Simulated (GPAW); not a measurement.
# CaCu2S2: optical spectrum from first principles, part 2 of 2

Aim: the dielectric function of CaCu2S2, and the optical constants that follow from it.

GPAW 26.7.0; DFT, revPBE, plane-wave PAW (GPAW data sets), scalar-relativistic, RPA, optical limit.

So far. Step 2 (Ground state): There is a gap, 1.16 eV on this mesh (points off the mesh can give less), so no carriers' term is needed.

### 4. Dielectric function, RPA

Local fields let the induced charge screen the field inside the cell, which as a rule lowers ε, most along directions where the density is uneven.

This step: DFT, revPBE, plane-wave PAW (GPAW data sets), scalar-relativistic, RPA, optical limit (GPAW 26.7.0).

Input file df.py:

```python
from gpaw.response.df import DielectricFunction

df = DielectricFunction('full.gpw', frequencies={'type': 'nonlinear', 'domega0': 0.03, 'omega2': 8},
                        ecut=30,
                        eta=0.05,
                        nbands=52,
                        txt='df.txt')
for direction in ['x', 'z']:
    df.get_dielectric_function(xc='RPA', direction=direction, filename=f'df_{direction}.csv')
```

Command:

```bash
OMP_NUM_THREADS=1 python df.py
```

Numbers of over 12 decimals in the logs are rounded to 6 here.

What it wrote:

```text
Using integrator: PointIntegrator
NonLinearFrequencyDescriptor(from 0.000 to 62.602 eV, 493 points)
Nonperiodic BCs:  [False False False]
Using integrator: PointIntegrator
NonLinearFrequencyDescriptor(from 0.000 to 62.602 eV, 493 points)
Nonperiodic BCs:  [False False False]

Calculating chi0 body with:
    Ground state adapter containing:
    Number of spins: 1
    Number of kpoints: 864
    Number of irreducible kpoints: 100
    Number of completely occupied states: 22
    Number of partially occupied states: 22

    Linear response parametrization:
    q_c: [0.0, 0.0, 0.0]
    Number of frequency points: 493
    Planewave cutoff: 30.0
    Number of bands: 52
    Number of planewaves: 35
    Broadening (eta): 0.05

Integrating chi0 body.

Symmetries of q_c:
    Direct symmetries (Uq -> q): 12
    Indirect symmetries (TUq -> q): 0
In total 12 allowed symmetries.

100 groups of equivalent kpoints. 88.425926% reduction.

Integral kind: spectral function

Calculating chi0 optical extensions with:
    Ground state adapter containing:
    Number of spins: 1
    Number of kpoints: 864
    Number of irreducible kpoints: 100
    Number of completely occupied states: 22
    Number of partially occupied states: 22

    Linear response parametrization:
    Number of frequency points: 493
    Planewave cutoff: 30.0
    Number of bands: 52
    Number of planewaves: 35
    Broadening (eta): 0.05
Integrating chi0 head and wings.

Symmetries of q_c:
    Direct symmetries (Uq -> q): 12
    Indirect symmetries (TUq -> q): 0
In total 12 allowed symmetries.

100 groups of equivalent kpoints. 88.425926% reduction.

Integral kind: spectral function wings
```

The job ended after 39 s (1 thread of AMD EPYC 9R45, shared host; peak memory 0.32 GiB).

Numbers from this step:

- electronic dielectric constant ε∞, mean over x, y and z (by symmetry where fewer were run): 7.756

The Im ε has structure finer than the step of the table below, so its rows give means over 0.5 eV, whole bins alone (the curve runs from 0 to 18.9 eV). Peaks (eV: height): E ∥ x 1.59: 2.10, 3.55: 9.11, 4.56: 7.23, 7.15: 7.32; E ∥ z 1.59: 2.79, 3.06: 11.8, 3.38: 11.0, 3.81: 7.93, 7.15: 7.55.

Sum at mesh points, not converged in k; values under the direct gap are tails of Lorentzian lines. The Im ε by photon energy; means over each step:

| photon energy (eV) | E ∥ x | E ∥ z |
| --- | --- | --- |
| 0.5 | 0.0328 | 0.0310 |
| 1.0 | 0.344 | 0.158 |
| 1.5 | 0.909 | 1.17 |
| 2.0 | 1.77 | 1.83 |
| 2.5 | 3.96 | 2.61 |
| 3.0 | 7.19 | 9.82 |
| 3.5 | 8.21 | 8.41 |
| 4.0 | 7.15 | 6.94 |
| 4.5 | 6.62 | 6.67 |
| 5.0 | 5.54 | 5.75 |
| 5.5 | 4.29 | 5.29 |
| 6.0 | 5.82 | 4.99 |
| 6.5 | 6.65 | 5.50 |
| 7.0 | 6.79 | 6.89 |
| 7.5 | 5.30 | 5.03 |
| 8.0 | 5.34 | 4.56 |
| 8.5 | 4.99 | 4.80 |
| 9.0 | 4.54 | 3.98 |
| 9.5 | 3.21 | 3.26 |
| 10.0 | 2.14 | 2.42 |
| 10.5 | 1.87 | 1.99 |
| 11.0 | 1.68 | 1.77 |
| 11.5 | 1.73 | 1.85 |
| 12.0 | 1.59 | 1.80 |
| 12.5 | 1.60 | 1.62 |
| 13.0 | 1.26 | 1.55 |
| 13.5 | 1.16 | 1.25 |
| 14.0 | 1.01 | 1.11 |
| 14.5 | 0.867 | 0.908 |
| 15.0 | 0.686 | 0.824 |
| 15.5 | 0.641 | 0.902 |
| 16.0 | 0.728 | 0.995 |
| 16.5 | 0.699 | 1.03 |
| 17.0 | 0.654 | 1.00 |
| 17.5 | 0.618 | 0.846 |
| 18.0 | 0.618 | 0.665 |
| 18.5 | 0.713 | 0.582 |

The reflectivity at normal incidence has structure finer than the step of the table below, so its rows give means over 0.5 eV, whole bins alone (the curve runs from 0 to 18.9 eV). Peaks (eV: height): E ∥ x 3.55: 34.4, 7.21: 36.8, 9.68: 46.4, 12.75: 31.6; E ∥ z 3.02: 39.4, 3.81: 31.9, 4.61: 31.1, 5.37: 29.5, 7.32: 41.9, 8.45: 35.4, 9.55: 39.1.

Sum at mesh points, not converged in k. Reflectivity at normal incidence against photon energy; means over each step:

| photon energy (eV) | E ∥ x (%) | E ∥ z (%) |
| --- | --- | --- |
| 0.5 | 22.5 | 22.8 |
| 1.0 | 23.8 | 24.1 |
| 1.5 | 25.2 | 25.4 |
| 2.0 | 27.1 | 27.3 |
| 2.5 | 30.6 | 30.1 |
| 3.0 | 32.3 | 37.9 |
| 3.5 | 32.8 | 33.1 |
| 4.0 | 30.1 | 29.6 |
| 4.5 | 28.9 | 29.3 |
| 5.0 | 26.7 | 26.7 |
| 5.5 | 21.3 | 26.0 |
| 6.0 | 26.4 | 24.1 |
| 6.5 | 30.1 | 25.9 |
| 7.0 | 33.0 | 32.1 |
| 7.5 | 32.4 | 34.3 |
| 8.0 | 31.2 | 28.1 |
| 8.5 | 34.8 | 33.7 |
| 9.0 | 38.8 | 34.3 |
| 9.5 | 44.2 | 37.2 |
| 10.0 | 40.5 | 36.3 |
| 10.5 | 35.2 | 30.9 |
| 11.0 | 30.2 | 27.9 |
| 11.5 | 26.7 | 22.3 |
| 12.0 | 26.1 | 26.1 |
| 12.5 | 28.2 | 24.2 |
| 13.0 | 28.3 | 25.8 |
| 13.5 | 26.8 | 26.4 |
| 14.0 | 26.9 | 25.2 |
| 14.5 | 26.0 | 23.1 |
| 15.0 | 24.0 | 17.2 |
| 15.5 | 16.2 | 13.0 |
| 16.0 | 13.8 | 13.8 |
| 16.5 | 13.2 | 14.1 |
| 17.0 | 12.3 | 17.1 |
| 17.5 | 11.4 | 20.6 |
| 18.0 | 8.54 | 20.5 |
| 18.5 | 10.2 | 16.4 |

The loss function −Im 1/ε at q → 0 has structure finer than the step of the table below, so its rows give means over 0.5 eV, whole bins alone (the curve runs from 0 to 18.9 eV). Peaks (eV: height): E ∥ x 15.34: 1.59, 17.72: 1.48; E ∥ z 14.96: 1.25, 18.39: 1.83.

Sum at mesh points, not converged in k; values under the direct gap are tails of Lorentzian lines. The loss function −Im 1/ε at q → 0 by energy loss; means over each step:

| energy loss (eV) | E ∥ x | E ∥ z |
| --- | --- | --- |
| 0.5 | 5.2e-4 | 4.8e-4 |
| 1.0 | 0.00476 | 0.00203 |
| 1.5 | 0.0109 | 0.0141 |
| 2.0 | 0.0176 | 0.0180 |
| 2.5 | 0.0282 | 0.0190 |
| 3.0 | 0.0548 | 0.0474 |
| 3.5 | 0.0770 | 0.0962 |
| 4.0 | 0.106 | 0.110 |
| 4.5 | 0.119 | 0.121 |
| 5.0 | 0.160 | 0.143 |
| 5.5 | 0.156 | 0.167 |
| 6.0 | 0.115 | 0.158 |
| 6.5 | 0.133 | 0.149 |
| 7.0 | 0.142 | 0.136 |
| 7.5 | 0.189 | 0.201 |
| 8.0 | 0.187 | 0.219 |
| 8.5 | 0.196 | 0.204 |
| 9.0 | 0.197 | 0.236 |
| 9.5 | 0.221 | 0.261 |
| 10.0 | 0.325 | 0.334 |
| 10.5 | 0.417 | 0.438 |
| 11.0 | 0.513 | 0.515 |
| 11.5 | 0.535 | 0.535 |
| 12.0 | 0.584 | 0.525 |
| 12.5 | 0.557 | 0.592 |
| 13.0 | 0.691 | 0.600 |
| 13.5 | 0.770 | 0.725 |
| 14.0 | 0.882 | 0.832 |
| 14.5 | 1.05 | 1.05 |
| 15.0 | 1.39 | 1.20 |
| 15.5 | 1.53 | 1.07 |
| 16.0 | 1.33 | 0.982 |
| 16.5 | 1.37 | 0.952 |
| 17.0 | 1.42 | 0.992 |
| 17.5 | 1.45 | 1.17 |
| 18.0 | 1.27 | 1.50 |
| 18.5 | 1.22 | 1.69 |

The Im ε, E ∥ x has structure finer than the step of the table below, so its rows give means over 0.5 eV, whole bins alone (the curve runs from 0 to 18.9 eV). Peaks (eV: height): without local fields 1.59: 1.99, 3.55: 10.0, 4.56: 7.88, 6.18: 8.59; with local fields 1.59: 2.10, 3.55: 9.11, 4.56: 7.23, 7.15: 7.32.

Sum at mesh points, not converged in k; values under the direct gap are tails of Lorentzian lines. Table of Im ε, E ∥ x by photon energy; means over each step:

| photon energy (eV) | without local fields | with local fields |
| --- | --- | --- |
| 0.5 | 0.0337 | 0.0328 |
| 1.0 | 0.332 | 0.344 |
| 1.5 | 0.867 | 0.909 |
| 2.0 | 1.69 | 1.77 |
| 2.5 | 4.19 | 3.96 |
| 3.0 | 7.85 | 7.19 |
| 3.5 | 9.01 | 8.21 |
| 4.0 | 7.91 | 7.15 |
| 4.5 | 7.21 | 6.62 |
| 5.0 | 6.09 | 5.54 |
| 5.5 | 4.90 | 4.29 |
| 6.0 | 7.10 | 5.82 |
| 6.5 | 8.00 | 6.65 |
| 7.0 | 8.02 | 6.79 |
| 7.5 | 6.52 | 5.30 |
| 8.0 | 6.97 | 5.34 |
| 8.5 | 5.87 | 4.99 |
| 9.0 | 4.67 | 4.54 |
| 9.5 | 2.97 | 3.21 |
| 10.0 | 2.15 | 2.14 |
| 10.5 | 1.97 | 1.87 |
| 11.0 | 1.85 | 1.68 |
| 11.5 | 1.87 | 1.73 |
| 12.0 | 1.67 | 1.59 |
| 12.5 | 1.49 | 1.60 |
| 13.0 | 1.15 | 1.26 |
| 13.5 | 1.06 | 1.16 |
| 14.0 | 0.917 | 1.01 |
| 14.5 | 0.792 | 0.867 |
| 15.0 | 0.647 | 0.686 |
| 15.5 | 0.683 | 0.641 |
| 16.0 | 0.692 | 0.728 |
| 16.5 | 0.584 | 0.699 |
| 17.0 | 0.528 | 0.654 |
| 17.5 | 0.478 | 0.618 |
| 18.0 | 0.502 | 0.618 |
| 18.5 | 0.375 | 0.713 |

At chosen wavelengths:

| wavelength (nm) | n x | k x | R (%) x | 1/α x | n z | k z | R (%) z | 1/α z |
| --- | --- | --- | --- | --- | --- | --- | --- | --- |
| 1550 | 2.85 | 0.012 | 23.1 | 10 µm | 2.87 | 0.010 | 23.3 | 12 µm |
| 1064 | 2.90 | 0.167 | 23.9 | 507 nm | 3.00 | 0.041 | 25.0 | 2.1 µm |
| 800 | 3.13 | 0.270 | 26.9 | 235 nm | 3.16 | 0.383 | 27.6 | 166 nm |
| 405 | 3.16 | 1.146 | 32.1 | 28 nm | 3.50 | 1.682 | 39.3 | 19 nm |
| 365 | 3.00 | 1.339 | 32.6 | 22 nm | 2.85 | 1.895 | 38.1 | 15 nm |
| 248 | 1.87 | 1.310 | 24.9 | 15 nm | 2.17 | 1.277 | 25.7 | 15 nm |
| 193 | 2.24 | 1.422 | 28.4 | 11 nm | 2.06 | 1.252 | 24.6 | 12 nm |

Below the direct gap, k and the depth come from the tails of the Lorentzian lines, not from transitions.

Rows near the edge hang on the gap, which this functional as a rule makes too small, and phonon-assisted absorption is left out.

### 5. What came out

| Property | Result |
| --- | --- |
| electronic dielectric constant ε∞, mean over x, y and z (by symmetry where fewer were run) (RPA) | 7.76 |

In words: At this level (revPBE, RPA) CaCu2S2 has a mean ε∞ = 7.76 and n = 2.85 at 1550 nm (E ∥ x). On the mesh the gap is 1.16 eV and the least direct gap 1.16 eV. Local fields change the static value along x from 8.35 to 7.72 (-8 %). The static values by axis are 7.72 (x), 7.82 (z). Excitons and phonon-assisted transitions are missing; revPBE gaps are as a rule too small, which pulls the onset down and ε∞ up. The curves end at 19 eV, about where the summed bands run out. In this version of GPAW the matrix elements of the optical limit are incomplete, which can lower ε − 1 by up to a tenth where first-row anions or d states rule, and shift it by more in d metals. The sum runs over mesh points 0.16 Å⁻¹ apart with no interpolation, so peaks are partly noise of the mesh; over so small a direct gap single mesh points weigh heavily, so ε∞, n and their changes from run to run can be far off.

[Machine, clock and banner lines and Python warnings are left out of the logs.]

[Logs are printed without paths, hosts, clocks, repeated set-up lines and the standing remarks that a program may print on its own settings, such as how far it seeks lower states.]

[Hosts, paths, dates, database ids (printed as entryN), source tags and the programs' standing remarks are cut or masked in the printed files.]
